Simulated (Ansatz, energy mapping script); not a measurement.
# VCl2O monolayer: J from the energies of magnetic orders, part 3 of 3

Wanted: the magnetic order of VCl2O monolayer, its couplings and an estimate of its ordering temperature, by LDA+U (1.92 eV).

LDA with U = 1.92 eV on V d, ortho-atomic projectors; plane waves, U on orthogonalised atomic orbitals unless named otherwise, collinear spin, no spin–orbit coupling.

So far. Step 8 (Run 5 (parallel; cell C, 8 atoms)): The run ends ferromagnetic. For each magnetic atom its energy differs from the parallel run of the first cell by 0.00 meV, an error that one common reference would have brought in. Step 9 (Compensated +− start in cell C (8 atoms)): The run ends antiferromagnetic, 1.10 meV a magnetic atom below the parallel order of its cell.

## Step 10: Run 7 (parallel; cell D, 12 atoms)

A new cell needs its own zero of energy.

input.yaml reads:

```yaml
crystal:
  lattice:
    - [3.73957, 3.50306, 0.0]
    - [0.0, 10.50918, 0.0]
    - [0.0, 0.0, 18.309677]
  atoms:
    - { symbol: V, position: [0.062003, 0.979332333, 0.5], spin: 2.0 }
    - { symbol: V, position: [0.062003, 0.312665667, 0.5], spin: 2.0 }
    - { symbol: V, position: [0.062003, 0.645999, 0.5], spin: 2.0 }
    - { symbol: Cl, position: [0.004547, 0.165151, 0.409619] }
    - { symbol: Cl, position: [0.004547, 0.498484333, 0.409619] }
    - { symbol: Cl, position: [0.004547, 0.831817667, 0.409619] }
    - { symbol: Cl, position: [0.004547, 0.165151, 0.590381] }
    - { symbol: Cl, position: [0.004547, 0.498484333, 0.590381] }
    - { symbol: Cl, position: [0.004547, 0.831817667, 0.590381] }
    - { symbol: O, position: [0.513588, 0.828804, 0.5] }
    - { symbol: O, position: [0.513588, 0.162137333, 0.5] }
    - { symbol: O, position: [0.513588, 0.495470667, 0.5] }
magnetization:
  spin_polarized: true
kpoints:
  mp_grid: { grid: [9, 5, 1] }
hamiltonian:
  xc: lda
  hubbard:
    sites:
      - { species: V, l: d, u_eff: 1.92 }
      - { site: 0, l: d, u_eff: 1.92, starting_ns: [{ spin: up, occupation_matrix: v1_major }, { spin: down, occupation_matrix: v1_minor }] }
      - { site: 1, l: d, u_eff: 1.92, starting_ns: [{ spin: up, occupation_matrix: v1_major }, { spin: down, occupation_matrix: v1_minor }] }
      - { site: 2, l: d, u_eff: 1.92, starting_ns: [{ spin: up, occupation_matrix: v1_major }, { spin: down, occupation_matrix: v1_minor }] }
    projectors: ortho-atomic
    occupation_matrices:
      v1_major:
        matrix:
          - [0.837, 0.0, 0.0, 0.266, 0.0]
          - [0.0, 0.306, 0.0, 0.0, 0.0]
          - [0.0, 0.0, 0.315, 0.0, 0.0]
          - [0.266, 0.0, 0.0, 0.517, 0.0]
          - [0.0, 0.0, 0.0, 0.0, 0.318]
      v1_minor:
        matrix:
          - [0.124, 0.0, 0.0, -0.105, 0.0]
          - [0.0, 0.223, 0.0, 0.0, 0.0]
          - [0.0, 0.0, 0.261, 0.0, 0.0]
          - [-0.105, 0.0, 0.0, 0.26, 0.0]
          - [0.0, 0.0, 0.0, 0.0, 0.226]
scf:
  occupations: { method: fermi_dirac, width: 0.07 }
output:
  eigenvalues: true
```

On the command line:

```bash
$ ansatz run input.yaml --threads 4 --pin off --max-ram 8192MiB --backend cpu --events-out ev --progress --plain --runs-dir out
```

Numbers of over 12 decimals in the logs are rounded to 6 here.

Output:

```text
[...]
Crystal: 12 atoms, lattice volume = 719.567 Å³
Basis set: ecut = 420 eV, 14093 PW (Γ)
Bands: 65, of which v1, the nominal top of the filled ones, is band 50 counted from 1 (49 counted from 0)
Symmetry: 6 space group operations
[...]
k-points: 23 of 45 (time reversal used)
[...]
Starting moments: Σ|m| = 6 μB on 3 of 12 sites
[...]
k-point 1 ↑: bands = [... 46 lower, -4.6940, -4.6669, -4.2489, -3.9609, -3.9018, -2.5107, -2.2320, -1.6677, ... 11 higher]
  k-point 2 ↑: bands = [... 46 lower, -4.5748, -4.5471, -4.1057, -4.0141, -3.9690, -2.2701, -2.1576, -1.9744, ... 11 higher]
  k-point 22 ↓: bands = [... 46 lower, -4.6404, -4.6227, -1.5290, -1.4263, -1.4237, -1.3972, -1.3502, -0.8585, ... 11 higher]
Occupation matrices written to <dir>
[key lines of the parts left out:]
SCF converged after 17 iterations
Magnetization: 3.0000 μB (51.0000 up, 48.0000 down)
Free energy (F): -16517.186774 eV
Fermi energy:    -3.210408 eV
```

The job ended after 1.9 min (4 threads of Arm Neoverse V2, shared host; peak memory 2.4 GiB).

The run ends ferromagnetic. For each magnetic atom its energy differs from the parallel run of the first cell by 0.02 meV, an error that one common reference would have brought in.

## Step 11: Order 8: uncompensated ++−, cell D of 12 atoms

This order reverses 1.33 of the 2 neighbours at 3.50 Å, 1.33 of the 2 neighbours at 3.74 Å and 1.33 of the 4 neighbours at 5.12 Å, counted for an average magnetic atom.

Changes to input.yaml since step 10:

```diff
@@ -8,3 +8,3 @@
     - { symbol: V, position: [0.062003, 0.312665667, 0.5], spin: 2.0 }
-    - { symbol: V, position: [0.062003, 0.645999, 0.5], spin: 2.0 }
+    - { symbol: V, position: [0.062003, 0.645999, 0.5], spin: -2.0 }
     - { symbol: Cl, position: [0.004547, 0.165151, 0.409619] }
@@ -29,3 +29,3 @@
       - { site: 1, l: d, u_eff: 1.92, starting_ns: [{ spin: up, occupation_matrix: v1_major }, { spin: down, occupation_matrix: v1_minor }] }
-      - { site: 2, l: d, u_eff: 1.92, starting_ns: [{ spin: up, occupation_matrix: v1_major }, { spin: down, occupation_matrix: v1_minor }] }
+      - { site: 2, l: d, u_eff: 1.92, starting_ns: [{ spin: up, occupation_matrix: v1_minor }, { spin: down, occupation_matrix: v1_major }] }
     projectors: ortho-atomic
```

Output:

```text
[...]
Crystal: 12 atoms, lattice volume = 719.567 Å³
Basis set: ecut = 420 eV, 14093 PW (Γ)
Bands: 65, of which v1, the nominal top of the filled ones, is band 50 counted from 1 (49 counted from 0)
Symmetry: 2 space group operations
[...]
k-points: 23 of 45 (time reversal used)
[...]
Starting moments: Σ|m| = 6 μB on 3 of 12 sites
[...]
k-point 1 ↑: bands = [... 46 lower, -4.6889, -4.6828, -4.1619, -3.9288, -2.3711, -2.0990, -1.5441, -1.4781, ... 11 higher]
  k-point 2 ↑: bands = [... 46 lower, -4.6043, -4.5617, -4.0684, -3.9826, -2.2027, -2.0762, -1.7540, -1.6934, ... 11 higher]
  k-point 22 ↓: bands = [... 46 lower, -4.6300, -4.6170, -4.0416, -1.9882, -1.9449, -1.4558, -1.4552, -1.2247, ... 11 higher]
Occupation matrices written to <dir>
[key lines of the parts left out:]
SCF converged after 24 iterations
Magnetization: 1.0000 μB (50.0000 up, 49.0000 down)
Free energy (F): -16517.189471 eV
Fermi energy:    -3.151447 eV
```

The job ended after 2.8 min (4 threads; peak memory 2.5 GiB).

The run ends ferrimagnetic, 0.91 meV a magnetic atom below the parallel order of its cell.

## Step 12: Mapping onto a Heisenberg model

Each energy difference is a sum of couplings weighted by the pairs that the order reverses. A few near shells are fitted to the differences by least squares. Energies are those extrapolated to zero occupation width, not the free energies F.

Energies from the parallel order of the same cell:

```
                      order  atoms  energy (meV a magnetic atom)  moments (μB)  moments kept as typed  opposed neighbours at 3.50, 3.74, 5.12 Å
         parallel in cell A      8                          0.00          0.78                    yes                                   0, 0, 0
   compensated +− in cell A      8                         -1.06          0.74                    yes                                   2, 0, 4
         parallel in cell B      8                          0.00          0.78                    yes                                   0, 0, 0
   compensated +− in cell B      8                          3.94          0.76                    yes                                   0, 2, 4
         parallel in cell C      8                          0.00          0.78                    yes                                   0, 0, 0
   compensated +− in cell C      8                         -1.10          0.74                    yes                                   2, 2, 0
         parallel in cell D     12                          0.00          0.78                    yes                                   0, 0, 0
uncompensated ++− in cell D     12                         -0.91  0.74 to 0.76                    yes                          1.33, 1.33, 1.33
```

The Heisenberg fit (each pair counts twice, positive J is ferromagnetic):

```csv
pair,distance (Å),neighbours,J (meV)
V–V,3.50,2,-0.802
V–V,3.74,2,0.448
V–V,5.12,4,0.256
```

Adding the shell at 7.01 Å gives -0.76, 0.49, 0.25 and -0.32 meV, an exact solve that tests nothing.

Limits of this fit: it misses the energies by up to 0.65 meV, so no temperature is drawn.

## Step 13: Summary of results

```yaml
lowest_order_tried: compensated +− in cell C
largest_fitted_value_v_v_at_3p50_a: -0.802 meV
```

Of the orders tried, VCl2O monolayer prefers the order “compensated +− in cell C” under LDA+U (1.92 eV), with 2 of 2 neighbours at 3.50 Å, 2 of 2 neighbours at 3.74 Å and 0 of 4 neighbours at 5.12 Å opposed. The next opposed order lies only 0.04 meV higher, so the two are not resolved. The largest fitted coupling is the V–V pair at 3.50 Å, antiferromagnetic at -0.80 meV, across a ligand at about 93°. The orders also reverse pairs at 7.01 Å, which are not fitted, so the fitted values hold their part too. With 4 differences for 3 couplings the fit misses by 0.65 meV at most, which is not small: farther shells, terms beyond the Heisenberg form or the mesh can cause that. In the fitted orders moments change by up to 5.0 % against the parallel run of the same cell, so the mapping is rough.

[Logs and program files are shortened in this print: banners, set-up blocks, solver, clock and traceback lines can be left out without a mark of their own.]

[Logs are printed without paths, hosts, clocks, repeated set-up lines and the standing remarks that a program may print on its own settings, such as how far it seeks lower states.]

[Hosts, paths, dates, database ids (printed as entryN), source tags and the programs' standing remarks are cut or masked in the printed files.]

[Where a cell is said to come from a database of computed structures, the database is the Materials Project.]
